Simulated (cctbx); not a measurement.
# A crystallographic session in cctbx: AgHgAsS4

Library: cctbx 2025.11. The data are simulated by the first script.

## 1. Simulate the data

run.py:

```python
from cctbx import adptbx, crystal, miller, sgtbx, xray
from cctbx.array_family import flex
from iotbx.shelx import hklf
from scitbx import matrix
import scitbx.random

cs = crystal.symmetry(unit_cell=(7.483, 14.239, 12.967, 90, 90, 90), space_group_symbol='Hall: F 2 -2d')  # Fdd2
atoms = [  # label, site, U (iso, or U11 U22 U33 U12 U13 U23 in A^2), occupancy
    ("Hg1", (0.25, 0.25, 0.3108), (0.0074, 0.0048, 0.0060, 0.0015, 0.0000, 0.0000), 1),
    ("Ag1", (0.75, 0.25, 0.4333), (0.0080, 0.0076, 0.0113, 0.0000, 0.0000, 0.0000), 1),
    ("As1", (0.75, 0.25, 0.1322), (0.0021, 0.0026, 0.0033, 0.0009, 0.0000, 0.0000), 1),
    ("S1", (0.8957, 0.1671, 0.0312), (0.0072, 0.0100, 0.0062, -0.0011, -0.0002, -0.0002), 1),
    ("S2", (0.9085, 0.3298, 0.2248), (0.0131, 0.0137, 0.0065, -0.0006, 0.0016, 0.0025), 1),
]
xs = xray.structure(crystal_symmetry=cs)
for label, site, u, occ in atoms:
    u = adptbx.u_cif_as_u_star(cs.unit_cell(), u) if isinstance(u, tuple) else u
    xs.add_scatterer(xray.scatterer(label, site=site, u=u, occupancy=occ))
xs.set_inelastic_form_factors(0.71073, "sasaki")
xs.show_summary()
p1 = xs.expand_to_p1()
ms = miller.build_set(p1, anomalous_flag=True, d_min=0.7)
flex.set_random_seed(29830)
scitbx.random.set_random_seed(29830)
ms = ms.select(flex.random_double(ms.size()) < 0.5)
i = ms.structure_factors_from_scatterers(p1, algorithm="direct").f_calc().as_intensity_array().data()
i = i / flex.sqrt(1 + 0.3 * i / flex.max(i))  # extinction
i = i * 40000 / flex.max(i)
sig = flex.sqrt(i + flex.pow2(0.02 * i) + 2 ** 2)
noise = scitbx.random.variate(scitbx.random.normal_distribution())(i.size())
data = ms.array(data=i + sig * noise, sigmas=sig).set_observation_type_xray_intensity()
with open("data.hkl", "w") as f:
    data.export_as_shelx_hklf(f)
print("reflections written:", data.size(), " <I/sigma> = %.1f" % flex.mean(data.data() / data.sigmas()))
for h, a, b in list(data.sort("data"))[:12]:
    print("%4d%4d%4d %9.1f %7.1f" % (h + (a, b)))
```

```console
$ python run.py
```

```text
Number of scatterers: 5
At special positions: 3
Unit cell: (7.483, 14.239, 12.967, 90, 90, 90)
Space group: F d d 2 (No. 43)
reflections written: 8465  <I/sigma> = 7.0
  -2  -2   0   40151.1   824.6
   2  -2   0   40026.9   824.6
  -2   2   0   38698.5   824.6
  -4   4   0   33338.3   726.7
   0  12   0   33066.2   676.1
   0   4   0   33041.1   693.1
   0   6  -6   32475.7   670.7
  -4   8   0   28582.8   586.6
   0   6   6   28377.9   598.1
   4  -8   0   27594.7   586.6
  -6   2   0   26275.0   543.7
   1  -1   3   25978.2   537.7
```

It took 0.23 s on 1 thread of Arm Neoverse V2, with other jobs on the host, peak memory 0.07 GiB.

## 2. Refinement (right model, isotropic)

run.py:

```python
import math
from cctbx import adptbx, crystal, maptbx, sgtbx, xray
from cctbx.array_family import flex
from cctbx.xray import observations
from iotbx.shelx import hklf
from scitbx.lstbx import normal_eqns_solving
from smtbx import absolute_structure, utils
from smtbx.refinement import constraints, least_squares

cs = crystal.symmetry(unit_cell=(7.483, 14.239, 12.967, 90, 90, 90), space_group_symbol='Hall: F 2 -2d')  # Fdd2
atoms = [  # label, site, U (iso, or U11 U22 U33 U12 U13 U23 in A^2), occupancy
    ("Hg1", (0.25, 0.25, 0.3084), 0.0200, 1),
    ("Ag1", (0.75, 0.25, 0.4339), 0.0200, 1),
    ("As1", (0.75, 0.25, 0.1307), 0.0200, 1),
    ("S1", (0.9007, 0.1641, 0.0356), 0.0200, 1),
    ("S2", (0.9086, 0.3303, 0.2255), 0.0200, 1),
]
xs = xray.structure(crystal_symmetry=cs)
for label, site, u, occ in atoms:
    u = adptbx.u_cif_as_u_star(cs.unit_cell(), u) if isinstance(u, tuple) else u
    xs.add_scatterer(xray.scatterer(label, site=site, u=u, occupancy=occ))
xs.set_inelastic_form_factors(0.71073, "sasaki")
raw = hklf.reader(file_name="data.hkl").as_miller_arrays(crystal_symmetry=cs, anomalous=True)[0]
merged = raw.eliminate_sys_absent().merge_equivalents()
fo2 = merged.array().set_observation_type_xray_intensity()
print("Rint %.3f, %d unique reflections to %.2f A" % (merged.r_int(), fo2.size(), fo2.d_min()))
for sc in xs.scatterers():
    sc.flags.set_grad_site(True)
    sc.flags.set_grad_u_aniso(sc.flags.use_u_aniso())
    sc.flags.set_grad_u_iso(sc.flags.use_u_iso())
obs = fo2.as_xray_observations()
extra = {}
rep = constraints.reparametrisation(xs, [], utils.connectivity_table(xs), **extra)
ls = least_squares.crystallographic_ls(obs, rep, weighting_scheme=least_squares.mainstream_shelx_weighting(a=0, b=0))
print("cycle     R1     wR2    GooF  max shift (A)")
for cycle in range(8):
    ls.build_up()
    r1, wr2, goof = ls.r1_factor(cutoff_factor=2)[0], ls.wR2(), ls.goof()
    old = xs.sites_cart()
    normal_eqns_solving.levenberg_marquardt_iterations(ls, n_max_iterations=3, tau=1e-06, step_threshold=1e-7)
    big = flex.max((xs.sites_cart() - old).norms())
    print("%4d %7.4f %7.4f %7.3f %9.5f" % (cycle + 1, r1, wr2, goof, big))
    ls.build_up(objective_only=True)
    if abs(ls.wR2() - wr2) < 5e-5 and big < 5e-4:
        break
ls.build_up()
print("final R1 %.4f wR2 %.4f GooF %.3f  parameters %d  data/parameter %.1f" % (ls.r1_factor(cutoff_factor=2)[0], ls.wR2(), ls.goof(), ls.n_parameters, fo2.size() / ls.n_parameters))
cov = ls.covariance_matrix_and_annotations()
su = dict(zip(cov.annotations, (math.sqrt(max(v, 0)) for v in cov.matrix.matrix_packed_u_diagonal())))
a2 = cs.unit_cell().reciprocal_parameters()[0] ** -2
print("atom        x        y        z      Ueq    occ   su(xyz)  su(Uiso or U11)")
for sc in xs.scatterers():
    s = max(su.get(sc.label + k, 0) for k in (".x", ".y", ".z"))
    npd = "" if sc.is_positive_definite_u(cs.unit_cell()) else "  NPD"
    print("%-5s %8.5f %8.5f %8.5f %8.4f %6.3f %8.5f %7.4f%s" % ((sc.label,) + sc.site + (sc.u_iso_or_equiv(cs.unit_cell()), sc.occupancy, s, su.get(sc.label + ".uiso", su.get(sc.label + ".u11", 0) * a2), npd)))
fo = fo2.f_sq_as_f()
fc = fo.structure_factors_from_scatterers(xs, algorithm="direct").f_calc()
diff = fo.f_obs_minus_f_calc(1 / math.sqrt(ls.scale_factor()), fc).average_bijvoet_mates()
m = diff.fft_map(symmetry_flags=maptbx.use_space_group_symmetry, resolution_factor=0.25).apply_volume_scaling()
print("difference map: max %.2f min %.2f rms %.2f" % (m.statistics().max(), m.statistics().min(), m.statistics().sigma()))
peaks = m.peak_search(parameters=maptbx.peak_search_parameters(min_distance_sym_equiv=0.6, max_clusters=6)).all()
near = xs.closest_distances(peaks.sites(), distance_cutoff=4)
sps = cs.special_position_settings(min_distance_sym_equiv=0.5)
for k, (x, h) in enumerate(zip(peaks.sites(), peaks.heights())):
    ss = sps.site_symmetry(x)
    print("Q%-3d %7.4f %7.4f %7.4f %4d %7.2f  %.2f A from %s" % ((k + 1,) + tuple(t % 1 for t in ss.exact_site()) + (ss.multiplicity(), h, near.smallest_distances[k], xs.scatterers()[near.i_seqs[k]].label)))
```

```console
$ python run.py
```

```text
Rint 0.016, 983 unique reflections to 0.70 A
cycle     R1     wR2    GooF  max shift (A)
   1  0.1494  0.3290  14.311   0.09569
   2  0.0202  0.0530   2.306   0.00041
final R1 0.0202 wR2 0.0530 GooF 2.304  parameters 14  data/parameter 70.2
atom        x        y        z      Ueq    occ   su(xyz)  su(Uiso or U11)
Hg1    0.25000  0.25000  0.30940   0.0057  1.000  0.00001  0.0001
Ag1    0.75000  0.25000  0.43173   0.0086  1.000  0.00005  0.0001
As1    0.75000  0.25000  0.13111   0.0023  1.000  0.00007  0.0002
S1     0.89564  0.16719  0.02971   0.0071  1.000  0.00018  0.0003
S2     0.90874  0.32991  0.22335   0.0104  1.000  0.00019  0.0003
difference map: max 2.58 min -3.58 rms 0.29
Q1    0.0596  0.4916  0.5595   16    2.62  0.46 A from Hg1
Q2    0.0826  0.3649  0.5241   16    0.93  0.49 A from S1
Q3    0.0000  0.0000  0.6380    8    0.88  0.57 A from Ag1
Q4    0.0619  0.1361  0.7258   16    0.78  0.53 A from S2
Q5    0.0548  0.4783  0.0831   16    0.75  1.38 A from Ag1
Q6    0.0448  0.3138  0.6938   16    0.70  1.96 A from As1
```

Time: 0.38 s.

## 3. Refinement (right model, anisotropic)

run.py, as its changes from the last script of this kind:

```diff
@@ -12,5 +12,5 @@
-    ("Hg1", (0.25, 0.25, 0.3084), 0.0200, 1),
-    ("Ag1", (0.75, 0.25, 0.4339), 0.0200, 1),
-    ("As1", (0.75, 0.25, 0.1307), 0.0200, 1),
-    ("S1", (0.9007, 0.1641, 0.0356), 0.0200, 1),
-    ("S2", (0.9086, 0.3303, 0.2255), 0.0200, 1),
+    ("Hg1", (0.25, 0.25, 0.3094), 0.0057, 1),
+    ("Ag1", (0.75, 0.25, 0.43173), 0.0086, 1),
+    ("As1", (0.75, 0.25, 0.13111), 0.0030, 1),
+    ("S1", (0.89564, 0.16719, 0.02971), 0.0071, 1),
+    ("S2", (0.90874, 0.32991, 0.22335), 0.0104, 1),
@@ -22,0 +23 @@
+xs.convert_to_anisotropic()
@@ -55,0 +57,4 @@
+fc = fo2.structure_factors_from_scatterers(xs, algorithm="direct").f_calc()
+absolute_structure.flack_analysis(xs, fo2.as_xray_observations()).show()
+h = absolute_structure.hooft_analysis(fo2, fc, scale_factor=ls.scale_factor())
+print("Hooft y: %.3f(%.0f)  Bijvoet pairs: %d" % (h.hooft_y, 1000 * h.sigma_y, h.n_bijvoet_pairs))
```

```console
$ python run.py
```

```text
Rint 0.016, 983 unique reflections to 0.70 A
cycle     R1     wR2    GooF  max shift (A)
   1  0.0205  0.0538   2.365   0.00331
   2  0.0113  0.0264   1.159   0.00001
final R1 0.0113 wR2 0.0264 GooF 1.159  parameters 33  data/parameter 29.8
atom        x        y        z      Ueq    occ   su(xyz)  su(Uiso or U11)
Hg1    0.25000  0.25000  0.30940   0.0056  1.000  0.00001  0.0001
Ag1    0.75000  0.25000  0.43182   0.0088  1.000  0.00003  0.0001
As1    0.75000  0.25000  0.13085   0.0026  1.000  0.00005  0.0002
S1     0.89580  0.16710  0.02990   0.0074  1.000  0.00009  0.0003
S2     0.90877  0.32984  0.22351   0.0106  1.000  0.00010  0.0003
Flack x: 0.007(3)
Hooft y: 0.007(3)  Bijvoet pairs: 439
difference map: max 0.58 min -1.35 rms 0.20
Q1    0.9998  0.1639  0.9449   16    0.59  1.35 A from S1
Q2    0.0158  0.3358  0.2997   16    0.48  1.27 A from S2
Q3    0.0137  0.3409  0.1575   16    0.46  1.17 A from S2
Q4    0.9977  0.1716  0.1855   16    0.44  2.08 A from S1
Q5    0.1151  0.1781  0.2616   16    0.43  1.40 A from S1
Q6    0.0380  0.3334  0.6140   16    0.42  1.20 A from S1
```

Time: 0.4 s.

## 4. Refinement

run.py, as its changes from the last script of this kind:

```diff
@@ -22 +22 @@
-xs.set_inelastic_form_factors(0.71073, "sasaki")
+# no anomalous dispersion
@@ -37 +37 @@
-for cycle in range(8):
+for cycle in range(12):
@@ -57,4 +56,0 @@
-fc = fo2.structure_factors_from_scatterers(xs, algorithm="direct").f_calc()
-absolute_structure.flack_analysis(xs, fo2.as_xray_observations()).show()
-h = absolute_structure.hooft_analysis(fo2, fc, scale_factor=ls.scale_factor())
-print("Hooft y: %.3f(%.0f)  Bijvoet pairs: %d" % (h.hooft_y, 1000 * h.sigma_y, h.n_bijvoet_pairs))
```

```console
$ python run.py
```

```text
Rint 0.016, 983 unique reflections to 0.70 A
cycle     R1     wR2    GooF  max shift (A)
   1  0.0552  0.1440   6.327   0.00977
   2  0.0500  0.1268   5.568   0.00033
final R1 0.0500 wR2 0.1268 GooF 5.568  parameters 33  data/parameter 29.8
atom        x        y        z      Ueq    occ   su(xyz)  su(Uiso or U11)
Hg1    0.25000  0.25000  0.30931   0.0062  1.000  0.00004  0.0003
Ag1    0.75000  0.25000  0.43214   0.0094  1.000  0.00014  0.0007
As1    0.75000  0.25000  0.13055   0.0011  1.000  0.00024  0.0008
S1     0.89545  0.16684  0.03011   0.0061  1.000  0.00047  0.0015
S2     0.90932  0.32988  0.22402   0.0092  1.000  0.00052  0.0016
difference map: max 3.81 min -2.59 rms 0.36
Q1    0.0000  0.0000  0.0644    8    3.83  0.07 A from Hg1
Q2    0.0000  0.0000  0.3649    8    1.57  0.20 A from As1
Q3    0.0884  0.2497  0.8145   16    1.53  1.63 A from S2
Q4    0.0955  0.3289  0.5223   16    1.25  0.14 A from S1
Q5    0.0886  0.2466  0.1186   16    1.22  2.17 A from S1
Q6    0.0803  0.0015  0.4785   16    1.20  1.30 A from S2
```

Time: 0.37 s.

This run holds a fault made on purpose: anomalous dispersion left out.

## 5. Refinement

run.py, as its changes from the last script of this kind:

```diff
@@ -16,0 +17 @@
+    ("S3", (0.766, 0.06, 0.147), 0.0300, 1),
@@ -22,2 +23 @@
-# no anomalous dispersion
-xs.convert_to_anisotropic()
+xs.set_inelastic_form_factors(0.71073, "sasaki")
```

```console
$ python run.py
```

```text
Rint 0.016, 983 unique reflections to 0.70 A
cycle     R1     wR2    GooF  max shift (A)
   1  0.0720  0.1969   8.583   0.09224
   2  0.0414  0.1127   4.912   0.05738
   3  0.0360  0.1000   4.359   0.03260
   4  0.0335  0.0944   4.116   0.02400
   5  0.0321  0.0910   3.965   0.02140
   6  0.0311  0.0885   3.858   0.02052
   7  0.0303  0.0866   3.774   0.02006
   8  0.0296  0.0850   3.706   0.01968
   9  0.0291  0.0837   3.649   0.01928
  10  0.0287  0.0826   3.600   0.01884
  11  0.0284  0.0816   3.557   0.01838
  12  0.0281  0.0807   3.519   0.01789
final R1 0.0279 wR2 0.0800 GooF 3.485  parameters 18  data/parameter 54.6
atom        x        y        z      Ueq    occ   su(xyz)  su(Uiso or U11)
Hg1    0.25000  0.25000  0.30909   0.0054  1.000  0.00004  0.0001
Ag1    0.75000  0.25000  0.43144   0.0083  1.000  0.00008  0.0002
As1    0.75000  0.25000  0.13082   0.0019  1.000  0.00012  0.0002
S1     0.89597  0.16721  0.02948   0.0069  1.000  0.00028  0.0004
S2     0.90822  0.32990  0.22317   0.0100  1.000  0.00030  0.0004
S3     0.74500  0.07477  0.15894   0.1570  1.000  0.00201  0.0086
difference map: max 3.61 min -3.20 rms 0.49
Q1    0.0584  0.4925  0.5585   16    3.72  0.45 A from Hg1
Q2    0.0456  0.1788  0.5492   16    1.41  1.86 A from S3
Q3    0.0243  0.3297  0.6028   16    1.22  1.12 A from S1
Q4    0.0000  0.0000  0.6393    8    1.18  0.55 A from Ag1
Q5    0.0844  0.3647  0.5252   16    1.07  0.48 A from S1
Q6    0.0465  0.4758  0.0376   16    1.02  1.42 A from S2
```

Time: 0.79 s.

This run holds a fault made on purpose: spurious atom: S3.

## 6. Refinement

run.py, as its changes from the last script of this kind:

```diff
@@ -15,3 +15 @@
-    ("S1", (0.89564, 0.16719, 0.02971), 0.0071, 1),
-    ("S2", (0.90874, 0.32991, 0.22335), 0.0104, 1),
-    ("S3", (0.766, 0.06, 0.147), 0.0300, 1),
+    ("S1", (0.90874, 0.32991, 0.22335), 0.0104, 1),
@@ -23,0 +22 @@
+xs.convert_to_anisotropic()
```

```console
$ python run.py
```

```text
Rint 0.016, 983 unique reflections to 0.70 A
cycle     R1     wR2    GooF  max shift (A)
   1  0.1481  0.4354  19.038   0.08437
   2  0.1469  0.3660  16.001   0.03577
   3  0.1511  0.3638  15.904   0.03762
   4  0.1533  0.3626  15.855   0.01637
   5  0.1542  0.3624  15.846   0.00550
   6  0.1544  0.3624  15.845   0.00300
   7  0.1545  0.3624  15.844   0.00260
   8  0.1545  0.3624  15.844   0.00263
   9  0.1545  0.3624  15.843   0.00289
  10  0.1545  0.3624  15.842   0.00348
  11  0.1546  0.3623  15.841   0.00469
  12  0.1546  0.3623  15.839   0.00728
final R1 0.1548 wR2 0.3622 GooF 15.835  parameters 24  data/parameter 41.0
atom        x        y        z      Ueq    occ   su(xyz)  su(Uiso or U11)
Hg1    0.25000  0.25000  0.30948   0.0033  1.000  0.00011  0.0009
Ag1    0.75000  0.25000  0.43150   0.0064  1.000  0.00039  0.0022
As1    0.75000  0.25000  0.13106   0.0009  1.000  0.00057  0.0024  NPD
S1     0.92685  0.33310  0.22366   0.0455  1.000  0.00342  0.0166  NPD
difference map: max 38.20 min -13.72 rms 2.49
Q1    0.1014  0.3320  0.5274   16   38.64  2.10 A from As1
Q2    0.0000  0.0000  0.0586    8   36.66  0.01 A from Hg1
Q3    0.0968  0.1711  0.7176   16   33.88  0.20 A from S1
Q4    0.1099  0.1669  0.0866   16   15.70  2.47 A from S1
Q5    0.0000  0.0000  0.6867    8   14.47  0.07 A from Ag1
Q6    0.0000  0.0000  0.3826    8   13.41  0.02 A from As1
```

Run time: 0.77 s on 1 thread of Arm Neoverse V2 (shared host), peak memory 0.09 GiB.

This run holds a fault made on purpose: atom left out: S1.

[Logs are printed without paths, hosts, clocks, repeated set-up lines and the standing remarks that a program may print on its own settings, such as how far it seeks lower states.]
